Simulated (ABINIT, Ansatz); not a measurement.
# A GW run on K2LiScF6 (Fm-3m) in ABINIT, with inputs changed

What do changed inputs do to GW on K2LiScF6 (Fm-3m)?

Method: LDA and many-body steps on it, plane waves, in ABINIT 10.8.3.

Most raw output is cut from this account.

## 1. Starting point

The structure is cubic, space group Fm-3m (No. 225). The conventional cell has a = 8.290 Å, b = 8.290 Å, c = 8.290 Å, α = 90.00°, β = 90.00°, γ = 90.00°. Nearest to K lie 12 F at 2.93 Å. Nearest to Li lie 6 F at 2.11 Å. Nearest to Sc lie 6 F at 2.04 Å. F has 1 Sc at 2.04 Å and 1 Li at 2.11 Å and 4 K at 2.93 Å nearest. Farther neighbours and most contacts between anions are not listed.

The cell and positions are those that the Materials Project relaxed with its own functionals (PBE, PBE+U or r2SCAN), kept fixed.

## 2. Screening, 2×2×2 mesh, 131 bands, screening to 114.3 eV

This step: ABINIT 10.8.3; RPA screening on LDA, plane waves, norm-conserving pseudopotentials.

The RPA dielectric matrix is built and inverted for each q.

The input, run.abi:

```
acell 3*1.0 Angstrom
rprim 
  -0.000000000000 4.144804000000 4.144804000000
  4.144804000000 -0.000000000000 4.144804000000
  4.144804000000 4.144804000000 -0.000000000000
ntypat 4
znucl 19 3 21 9
natom 10
typat 1 1 2 3 4 4 4 4 4 4
xred 
  0.250000000000 0.250000000000 0.250000000000
  0.750000000000 0.750000000000 0.750000000000
  0.500000000000 0.500000000000 0.500000000000
  -0.000000000000 -0.000000000000 -0.000000000000
  0.245587000000 0.245587000000 0.754413000000
  0.245587000000 0.754413000000 0.754413000000
  0.754413000000 0.754413000000 0.245587000000
  0.245587000000 0.754413000000 0.245587000000
  0.754413000000 0.245587000000 0.754413000000
  0.754413000000 0.245587000000 0.245587000000
pp_dirpath "pseudos"
pseudos "K.upf, Li.upf, Sc.upf, F.upf"
ecut 36
ngkpt 2 2 2
nshiftk 1
shiftk 0 0 0
kptopt 1
chksymbreak 0
istwfk *1
occopt 1
irdwfk 1
optdriver 3
nband 131
ecuteps 4.2
inclvkb 2
awtr 1
symchi 1
indata_prefix "in"
outdata_prefix "out"
tmpdata_prefix "tmp"
```

Launch:

```console
> OMP_NUM_THREADS=1 mpirun -n 4 abinit run.abi > log
```

It took 81 s on 4 MPI ranks of Arm Neoverse N1, shared host; peak memory 1.7 GiB.

This step gave:

```
ε∞ with local fields, on this mesh, along the program's q direction : 2.149
the same without local fields                                       : 2.365
plasma frequency                                                    : 26.77 eV
plane waves in the screening matrix                                 : 411
```

Local fields lower ε∞ by 9 %. On a Γ-centred mesh this coarse the value itself is usually too large, while a short band sum pulls it down.

## 3. Base

The self-energy is evaluated for the states that the input lists, and the levels follow from it, in one-shot runs by the linearised quasiparticle equation.

This step: G0W0 on LDA, plane waves, norm-conserving pseudopotentials.

run.abi, as its differences from that of step 2:

```diff
@@ -31,8 +31,15 @@
 irdwfk 1
-optdriver 3
+optdriver 4
 nband 131
+gwcalctyp 0
+ecutsigx 36
+symsigma 1
+nkptgw 1
+kptgw 
+  0.0000000000 0.0000000000 0.0000000000
+bdgw 
+  35 40
 ecuteps 4.2
-inclvkb 2
-awtr 1
-symchi 1
+irdscr 1
+ppmodel 1
 indata_prefix "in"
```

The job ended after 16 s (4 MPI ranks; peak memory 1.1 GiB).

This step gave:

- G0W0 gap on the points computed: 12.21 eV
- starting gap on the mesh: 6.751 eV
- k of the valence top: 0, 0, 0
- k of the conduction bottom: 0, 0, 0
- Z at the valence top: 0.803
- Z at the conduction bottom: 0.837
- least direct G0W0 gap on the computed points: 12.21 eV

The gap on the mesh goes from 6.75 eV to 12.21 eV, a correction of +5.46 eV.

## 4. More bands than the file holds

run.abi, as its differences from that of step 3:

```diff
@@ -32,3 +32,3 @@
 optdriver 4
-nband 131
+nband 804
 gwcalctyp 0
```

Wall time 4.9 s (4 MPI ranks); peak memory 0.2 GiB.

The run stopped with an error after 4.9 s.

The program's words: Number of bands stored WFK file is less than required. WFK mband: 294, self-energy nband: 804

The fault put into this input: more bands than the file holds.

## 5. The runs together

Times are wall times on 4 MPI ranks of Arm Neoverse N1, shared host, good to a factor of about two. A run's time includes the screening step that it read.

| run | mesh | bands | screening cutoff (eV) | DFT gap (eV) | gap on the mesh (eV) | direct (eV) | ε∞ used | time |
| --- | --- | --- | --- | --- | --- | --- | --- | --- |
| base | 2×2×2 | 131 | 114.3 | 6.751 | 12.213 | 12.213 | 2.15 | 98 s |

## 6. Summary of results

```json
{
 "base": "12.213 eV",
 "known limits": "not at the basis limit; coarse k mesh"
}
```

**Reading.** Bands and cutoff are finite, so the gap is not at the basis limit. The miss can reach some tenths of an eV and take either sign; the mesh is an error of its own. In the G0W0 run levels were corrected at 1 k point alone, so a gap called «on the mesh» is the least over those, and an edge elsewhere would be missed. The 2×2×2 mesh is coarse for this cell, which bears on the long-range parts of exchange and screening.

[Paths, hosts, dates, memory and timing lines, banners, echoed tables and standing remarks are left out of the program output.]

[Logs are printed without paths, hosts, clocks, repeated set-up lines and the standing remarks that a program may print on its own settings, such as how far it seeks lower states.]

[Runs of the session that timed out or met a known fault of the program may be left out.]

[Hosts, paths, dates, database ids (printed as entryN), source tags and the programs' standing remarks are cut or masked in the printed files.]

[G0W0 gaps are taken among the corrected bands and points alone; a level outside them can change the order at an edge.]

[Where Ansatz stands beside ABINIT at settings called matched, ABINIT's density can come from a denser mesh and the files from another edition; pairs whose starting gaps differed by over 0.03 eV were left out, so agreement reads better than it is.]
